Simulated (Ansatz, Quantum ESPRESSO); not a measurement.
# KNbTe3 (Pm-3m): zone-centre phonons, part 2 of 3

Wanted: the vibrations of KNbTe3 (Pm-3m) at Γ, by two programs.

Quantum ESPRESSO 8.0 development, patched; DFT LDA, scalar-relativistic, plane waves, PseudoDojo norm-conserving pseudopotentials.

So far. Step 2 (A probe with smearing): No gap opens on this mesh, so smearing is kept; the start stands at -3.3 GPa. Step 4 (Ground state): The cell stands at -0.002 GPa, close enough for phonons. The relaxed cell has a = 5.412 Å (conventional setting).

The structure was built from a prototype and need not be the compound's stable phase.

## (5) Linear response at Γ

At q = 0 one unit cell holds all displacements; symmetry groups them into irreducible representations that are solved one by one. With smeared occupations no response to a homogeneous field can be asked.

ph.in

```
phonons
 &inputph
    prefix='x',
    outdir='./tmp',
    fildyn='g.dyn',
    tr2_ph=1.0d-18,
    alpha_mix(1)=0.4,
    nmix_ph=8,
 /
0.000000000000 0.000000000000 0.000000000000
```

Launch:

```bash
$ OMP_NUM_THREADS=1 mpirun -n 4 ph.x -nk 4 -in ph.in > ph.out
```

The program printed:

```text
[banners, grids, parts of the stress and lines that vanish by symmetry left out]
[banner, memory and clock lines left out]
Program PHONON v.8.0dev

     Dynamical matrices for q-points given in input
     (   1q-points):
       N         xq(1)         xq(2)         xq(3)
       1   0.000000000   0.000000000   0.000000000

     ./tmp/x.save/

     IMPORTANT: XC functional enforced from input :
     Exchange-correlation= PW
                           (   1   4   0   0   0   0   0)
     Any further DFT definition will be discarded
     Please, verify this is what you really want

     G-vector sticks info

     Reading collected, re-writing distributed wavefunctions in ./tmp/

     Number and degeneracy of irreps per q-point
       N         xq(1)         xq(2)         xq(3)   N irreps
       1   0.000000000   0.000000000   0.000000000       5
        3   3   3   3   3

     Calculation of q =    0.0000000   0.0000000   0.0000000

     phonons

     bravais-lattice index     =            1
     lattice parameter (alat)  =      10.2281  a.u.
     unit-cell volume          =    1070.0054 (a.u.)^3
     number of atoms/cell      =            5
     number of atomic types    =            3
     kinetic-energy cut-off    =      82.0000  Ry
     charge density cut-off    =     328.0000  Ry
     convergence threshold     =      1.0E-18
     beta                      =       0.4000
     number of iterations used =            8
     Exchange-correlation= PW
                           (   1   4   0   0   0   0   0)

     celldm(1)=   10.22811  celldm(2)=    0.00000  celldm(3)=    0.00000
     celldm(4)=    0.00000  celldm(5)=    0.00000  celldm(6)=    0.00000

     crystal axes: (cart. coord. in units of alat)
               a(1) = (  1.0000  0.0000  0.0000 )
               a(2) = (  0.0000  1.0000  0.0000 )
               a(3) = (  0.0000  0.0000  1.0000 )

     reciprocal axes: (cart. coord. in units 2 pi/alat)
               b(1) = (  1.0000  0.0000  0.0000 )
               b(2) = (  0.0000  1.0000  0.0000 )
               b(3) = (  0.0000  0.0000  1.0000 )

     Atoms inside the unit cell:

     Cartesian axes

     site n.  atom      mass           positions (alat units)
        1  K      39.0983   tau(    1) = (    0.00000    0.00000    0.00000  )
        2  Nb     92.9064   tau(    2) = (    0.50000    0.50000    0.50000  )
        3  Te    127.6000   tau(    3) = (    0.50000    0.50000    0.00000  )
        4  Te    127.6000   tau(    4) = (    0.50000    0.00000    0.50000  )
        5  Te    127.6000   tau(    5) = (    0.00000    0.50000    0.50000  )

     Computing dynamical matrix for
                    q = (   0.0000000   0.0000000   0.0000000 )

     49 Sym.Ops. (with q -> -q+G )

     G cutoff =  869.1701  ( 107591 G-vectors)     FFT grid: ( 60, 60, 60)

     number of k points=    20  Marzari-Vanderbilt smearing, width (Ry)=  0.0200
                       cart. coord. in units 2pi/alat
        k(    1) = (   0.0000000   0.0000000   0.0000000), wk =   0.0092593
        k(    2) = (   0.0000000   0.0000000   0.1666667), wk =   0.0555556
        k(    3) = (   0.0000000   0.0000000   0.3333333), wk =   0.0555556
        [... further k-points left out ...]

     PseudoPot. # 1 for K  read from file:
     ./pseudo/K.upf
     Pseudo is Norm-conserving + core correction, Zval =  9.0
     Using radial grid of 2170 points,  6 beta functions with:
                l(1) =   0
                l(2) =   0
                l(3) =   1
                l(4) =   1
                l(5) =   2
                l(6) =   2

     PseudoPot. # 2 for Nb read from file:
     ./pseudo/Nb.upf
     Pseudo is Norm-conserving + core correction, Zval = 13.0
     Using radial grid of 1640 points,  6 beta functions with:
                l(1) =   0
                l(2) =   0
                l(3) =   1
                l(4) =   1
                l(5) =   2
                l(6) =   2

     PseudoPot. # 3 for Te read from file:
     ./pseudo/Te.upf
     Pseudo is Norm-conserving + core correction, Zval = 16.0
     Using radial grid of 1278 points,  6 beta functions with:
                l(1) =   0
                l(2) =   0
                l(3) =   1
                l(4) =   1
                l(5) =   2
                l(6) =   2

     Mode symmetry, O_h (m-3m)  point group:

     Atomic displacements:
     There are    5 irreducible representations

     Representation     1      3 modes -  To be done

     Representation     2      3 modes -  To be done

     Representation     3      3 modes -  To be done

     Representation     4      3 modes -  To be done

     Representation     5      3 modes -  To be done

     Alpha used in Ewald sum =   2.8000

     Representation #   1 modes #   1   2   3

     Self-consistent Calculation

     The passes end when |ddv_scf|^2 is under  2.6E-20 (on this mesh; tr2_ph alone asks  1.0E-18)
      iter #   1   av.it.:   7.8
      thresh= 1.000E-02 alpha_mix =  0.400 |ddv_scf|^2 =  8.478E-07
      iter #   2   av.it.:  14.6
      thresh= 9.208E-05 alpha_mix =  0.400 |ddv_scf|^2 =  4.968E-08
      iter #   3   av.it.:  14.7
      thresh= 2.229E-05 alpha_mix =  0.400 |ddv_scf|^2 =  1.009E-09
      iter #   4   av.it.:  15.1
      thresh= 3.177E-06 alpha_mix =  0.400 |ddv_scf|^2 =  8.845E-11
      iter #   5   av.it.:  15.2
      thresh= 9.405E-07 alpha_mix =  0.400 |ddv_scf|^2 =  7.559E-12
      iter #   6   av.it.:  15.2
      thresh= 2.749E-07 alpha_mix =  0.400 |ddv_scf|^2 =  9.580E-14
      iter #   7   av.it.:  15.7
      thresh= 3.095E-08 alpha_mix =  0.400 |ddv_scf|^2 =  7.131E-15
      iter #   8   av.it.:  15.6
      thresh= 8.444E-09 alpha_mix =  0.400 |ddv_scf|^2 =  2.609E-16
      iter #   9   av.it.:  15.2
      thresh= 1.615E-09 alpha_mix =  0.400 |ddv_scf|^2 =  2.839E-17
      iter #  10   av.it.:  15.6
      thresh= 5.328E-10 alpha_mix =  0.400 |ddv_scf|^2 =  1.925E-18
      iter #  11   av.it.:  15.6
      thresh= 1.387E-10 alpha_mix =  0.400 |ddv_scf|^2 =  1.452E-20

     End of self-consistent calculation

     Convergence has been achieved

     Representation #   2 modes #   4   5   6

     Self-consistent Calculation

     The passes end when |ddv_scf|^2 is under  2.6E-20 (on this mesh; tr2_ph alone asks  1.0E-18)
      iter #   1   av.it.:   7.0
      thresh= 1.000E-02 alpha_mix =  0.400 |ddv_scf|^2 =  6.466E-07
      iter #   2   av.it.:  13.9
      thresh= 8.041E-05 alpha_mix =  0.400 |ddv_scf|^2 =  4.195E-08
      iter #   3   av.it.:  14.1
      thresh= 2.048E-05 alpha_mix =  0.400 |ddv_scf|^2 =  7.833E-10
[...]
End of self-consistent calculation

     Convergence has been achieved

     Representation #   3 modes #   7   8   9

     Self-consistent Calculation

     The passes end when |ddv_scf|^2 is under  2.6E-20 (on this mesh; tr2_ph alone asks  1.0E-18)
[...]
End of self-consistent calculation

     Convergence has been achieved

     Representation #   4 modes #  10  11  12

     Self-consistent Calculation

     The passes end when |ddv_scf|^2 is under  2.6E-20 (on this mesh; tr2_ph alone asks  1.0E-18)
[...]
End of self-consistent calculation

     Convergence has been achieved

     Representation #   5 modes #  13  14  15

     Self-consistent Calculation

     The passes end when |ddv_scf|^2 is under  2.6E-20 (on this mesh; tr2_ph alone asks  1.0E-18)
[...]
iter #   4   av.it.:  15.0
      thresh= 1.593E-06 alpha_mix =  0.400 |ddv_scf|^2 =  7.341E-13
      iter #   5   av.it.:  14.4
      thresh= 8.568E-08 alpha_mix =  0.400 |ddv_scf|^2 =  1.403E-13
      iter #   6   av.it.:  14.8
      thresh= 3.745E-08 alpha_mix =  0.400 |ddv_scf|^2 =  1.248E-15
      iter #   7   av.it.:  15.3
      thresh= 3.532E-09 alpha_mix =  0.400 |ddv_scf|^2 =  1.288E-17
      iter #   8   av.it.:  15.0
      thresh= 3.588E-10 alpha_mix =  0.400 |ddv_scf|^2 =  1.949E-18
      iter #   9   av.it.:  15.5
      thresh= 1.396E-10 alpha_mix =  0.400 |ddv_scf|^2 =  6.428E-20
      iter #  10   av.it.:  15.7
      thresh= 2.535E-11 alpha_mix =  0.400 |ddv_scf|^2 =  2.944E-22

     End of self-consistent calculation

     Convergence has been achieved

     Number of q in the star =    1
     List of q in the star:
          1   0.000000000   0.000000000   0.000000000

     Diagonalizing the dynamical matrix

     q = (    0.000000000   0.000000000   0.000000000 )

 **************************************************************************
     freq (    1) =      -0.379502 [THz] =     -12.658818 [cm-1]
     freq (    2) =      -0.379502 [THz] =     -12.658818 [cm-1]
     freq (    3) =      -0.379502 [THz] =     -12.658818 [cm-1]
     freq (    4) =       0.033117 [THz] =       1.104670 [cm-1]
     freq (    5) =       0.033117 [THz] =       1.104670 [cm-1]
     freq (    6) =       0.033117 [THz] =       1.104670 [cm-1]
     freq (    7) =       0.893114 [THz] =      29.791069 [cm-1]
     freq (    8) =       0.893114 [THz] =      29.791069 [cm-1]
     freq (    9) =       0.893114 [THz] =      29.791069 [cm-1]
     freq (   10) =       1.719645 [THz] =      57.361187 [cm-1]
     freq (   11) =       1.719645 [THz] =      57.361187 [cm-1]
     freq (   12) =       1.719645 [THz] =      57.361187 [cm-1]
     freq (   13) =       6.047010 [THz] =     201.706544 [cm-1]
     freq (   14) =       6.047010 [THz] =     201.706544 [cm-1]
     freq (   15) =       6.047010 [THz] =     201.706544 [cm-1]
 **************************************************************************

     Mode symmetry, O_h (m-3m)  point group:

     freq (   1-   3) =        -12.7  [cm-1]   --> T_1u G_15  G_4- I
     freq (   4-   6) =          1.1  [cm-1]   --> T_1u G_15  G_4- I
     freq (   7-   9) =         29.8  [cm-1]   --> T_2u G_25  G_5-
     freq (  10-  12) =         57.4  [cm-1]   --> T_1u G_15  G_4- I
     freq (  13-  15) =        201.7  [cm-1]   --> T_1u G_15  G_4- I
```

Wall time 34 min (4 MPI ranks of Intel Xeon Platinum 8375C at 2.90GHz (Ice Lake), shared host); 2.3 h of CPU time.

Read from the output:

- largest acoustic frequency at the zone centre before the sum rule: 1.1 cm⁻¹
- highest optical zone-centre mode (no LO-TO term): 201.7 cm⁻¹
- lowest optical zone-centre mode: -12.66 cm⁻¹

The acoustic modes at Γ come out as far as 1.1 cm⁻¹ from zero, where they should vanish, a small numerical error. The lowest optical mode is imaginary, 13i cm⁻¹, an instability at this level and on this k mesh.

## (6) Zone-centre analysis

A rigid shift of the crystal must cost nothing, but grids and finite bases break this; the acoustic sum rule is imposed before the matrix is diagonalised again.

dynmat.in

```
 &input
    fildyn='g.dyn',
    asr='simple',
    fileig='dynmat.eig',
 /
```

Launch:

```bash
$ dynmat.x -in dynmat.in > dynmat.out
```

The program printed:

```text
[banner, memory and clock lines left out]
Program DYNMAT v.8.0dev

     Reading Dynamical Matrix from file g.dyn
     ...Force constants read
     ...epsilon and Z* not read (not found on file)
     A direction for q was not specified:TO-LO splitting will be absent

     Polarizability (A^3 units)
     multiply by 1.000000 for Clausius-Mossotti correction (not under assume_isolated = 'mt')
         0.000000    0.000000    0.000000
         0.000000    0.000000    0.000000
         0.000000    0.000000    0.000000

     IR activities are in (D/A)^2/amu units

# mode   [cm-1]    [THz]      IR
    1    -12.70   -0.3807    0.0000
    2    -12.70   -0.3807    0.0000
    3    -12.70   -0.3807    0.0000
    4     -0.00   -0.0000    0.0000
    5      0.00    0.0000    0.0000
    6      0.00    0.0000    0.0000
    7     29.77    0.8924    0.0000
    8     29.77    0.8924    0.0000
    9     29.77    0.8924    0.0000
   10     57.35    1.7192    0.0000
   11     57.35    1.7192    0.0000
   12     57.35    1.7192    0.0000
   13    201.70    6.0469    0.0000
   14    201.70    6.0469    0.0000
   15    201.70    6.0469    0.0000

[end of the log left out, with the tail of the file of modes that dynmat.x writes under the same name]
```

Elapsed: 0.6 s, on 1 thread.

Read from the output:

| Item | Value |
| --- | --- |
| lowest optical zone-centre mode | -12.7 cm⁻¹ |

Unit eigenvectors of the mass-weighted matrix after the sum rule; no LO-TO term. The modes at Γ (shares of kinetic energy by element, %) (negative means imaginary):

```
mode  frequency (cm⁻¹)  K %  Nb %  Te %
   1             -12.7   15    46    39
   2             -12.7   15    46    39
   3             -12.7   15    46    39
   4               0.0    8    18    74
   5               0.0    8    18    74
   6               0.0    8    18    74
   7              29.8    0     0   100
   8              29.8    0     0   100
   9              29.8    0     0   100
  10              57.4   78     3    20
  11              57.4   78     3    20
  12              57.4   78     3    20
  13             201.7    0    33    67
  14             201.7    0    33    67
  15             201.7    0    33    67
```

Displacements in mode 1 (-12.7 cm⁻¹), the largest set to 1:
```
K1   0.18 -0.87  0.01
Nb2 -0.20  1.00 -0.01
Te3  0.09 -0.46  0.00
Te4  0.09  0.45  0.00
Te5 -0.09 -0.46  0.00
```

Displacements in mode 14 (201.7 cm⁻¹), the largest set to 1:
```
K1   0.00  0.02  0.00
Nb2 -0.06 -0.85  0.00
Te3 -0.01 -0.19  0.00
Te4 -0.01  1.00  0.00
Te5  0.07 -0.19  0.00
```

The rule moves no optical mode by more than 0.1 cm⁻¹.

## (7) Sum rules set otherwise: a sum rule for molecules or wires on a crystal

This rule also removes rotations, which suits molecules and not a crystal; it is tried to see the harm.

dynmat.in

```
 &input
    fildyn='g.dyn',
    asr='zero-dim',
    fileig='dynmat.eig',
 /
```

Launch:

```bash
$ dynmat.x -in dynmat.in > dynmat.out
```

The program printed:

```text
[banner, memory and clock lines left out]
Program DYNMAT v.8.0dev

     Reading Dynamical Matrix from file g.dyn
     ...Force constants read
     ...epsilon and Z* not read (not found on file)
     Warning: this looks like a crystal, not a molecule in a box: use asr = 'crystal'
     Acoustic Sum Rule: || Z*(ASR) - Z*(orig)|| =    0.000000E+00
     Acoustic Sum Rule: ||dyn(ASR) - dyn(orig)||=    1.180894E-01
     A direction for q was not specified:TO-LO splitting will be absent

     Polarizability (A^3 units)
     multiply by 1.000000 for Clausius-Mossotti correction (not under assume_isolated = 'mt')
         0.000000    0.000000    0.000000
         0.000000    0.000000    0.000000
         0.000000    0.000000    0.000000

     IR activities are in (D/A)^2/amu units

# mode   [cm-1]    [THz]      IR
    1    -12.66   -0.3796    0.0000
    2     -0.00   -0.0000    0.0000
    3      0.00    0.0000    0.0000
    4      0.00    0.0000    0.0000
    5      0.00    0.0000    0.0000
    6      0.00    0.0000    0.0000
    7      0.00    0.0000    0.0000
    8     26.34    0.7897    0.0000
    9     26.34    0.7897    0.0000
   10     50.22    1.5056    0.0000
   11     50.22    1.5056    0.0000
   12     57.36    1.7197    0.0000
   13    201.71    6.0470    0.0000
   14    204.48    6.1301    0.0000
   15    204.48    6.1301    0.0000

[end of the log left out, with the tail of the file of modes that dynmat.x writes under the same name]
```

It took 0.57 s on 1 thread.

The run ended normally, but on settings that are not sound.

The fault: a sum rule for molecules or wires on a crystal; 3 optical modes are projected out to zero frequency, as if they were rotations.

For a crystal the rule has to be 'simple' or 'crystal'.

Zone-centre frequencies as printed; negative means imaginary. Modes:

```
mode  frequency (cm⁻¹)
   1            -12.66
   2                 0
   3                 0
   4                 0
   5                 0
   6                 0
   7                 0
   8             26.34
   9             26.34
  10             50.22
  11             50.22
  12             57.36
  13             201.7
  14             204.5
  15             204.5
```

## (8) Sum rules set otherwise (asr crystal)

The rule can be imposed in more than one way; the choices should agree where the raw error is small.

dynmat.in

```
 &input
    fildyn='g.dyn',
    asr='crystal',
    fileig='dynmat.eig',
 /
```

Launch:

```bash
$ dynmat.x -in dynmat.in > dynmat.out
```

The program printed:

```text
[banner, memory and clock lines left out]
Program DYNMAT v.8.0dev

     Reading Dynamical Matrix from file g.dyn
     ...Force constants read
     ...epsilon and Z* not read (not found on file)
     Acoustic Sum Rule: || Z*(ASR) - Z*(orig)|| =    0.000000E+00
     Acoustic Sum Rule: ||dyn(ASR) - dyn(orig)||=    1.986982E-05
     A direction for q was not specified:TO-LO splitting will be absent

     Polarizability (A^3 units)
     multiply by 1.000000 for Clausius-Mossotti correction (not under assume_isolated = 'mt')
         0.000000    0.000000    0.000000
         0.000000    0.000000    0.000000
         0.000000    0.000000    0.000000

     IR activities are in (D/A)^2/amu units

# mode   [cm-1]    [THz]      IR
    1    -12.66   -0.3796    0.0000
    2    -12.66   -0.3796    0.0000
    3    -12.66   -0.3796    0.0000
    4     -0.00   -0.0000    0.0000
    5      0.00    0.0000    0.0000
    6      0.00    0.0000    0.0000
    7     29.79    0.8931    0.0000
    8     29.79    0.8931    0.0000
    9     29.79    0.8931    0.0000
   10     57.36    1.7197    0.0000
   11     57.36    1.7197    0.0000
   12     57.36    1.7197    0.0000
   13    201.71    6.0470    0.0000
   14    201.71    6.0470    0.0000
   15    201.71    6.0470    0.0000

[end of the log left out, with the tail of the file of modes that dynmat.x writes under the same name]
```

Wall time 0.56 s (1 thread).

Read from the output:

```yaml
lowest_optical_zone_centre_mode: -12.66 cm⁻¹
```

Zone-centre frequencies as printed; negative means imaginary. Modes:

| mode | frequency (cm⁻¹) |
| --- | --- |
| 1 | -12.66 |
| 2 | -12.66 |
| 3 | -12.66 |
| 4 | 0 |
| 5 | 0 |
| 6 | 0 |
| 7 | 29.79 |
| 8 | 29.79 |
| 9 | 29.79 |
| 10 | 57.36 |
| 11 | 57.36 |
| 12 | 57.36 |
| 13 | 201.7 |
| 14 | 201.7 |
| 15 | 201.7 |

Against the first rule no mode moves by more than 0.1 cm⁻¹.

(Continued in part 3 of 3.)

[Host names and launcher messages were left out of these logs when they were recorded.]

[Logs are printed without paths, hosts, clocks, repeated set-up lines and the standing remarks that a program may print on its own settings, such as how far it seeks lower states.]

[Hosts, paths, dates, database ids (printed as entryN), source tags and the programs' standing remarks are cut or masked in the printed files.]
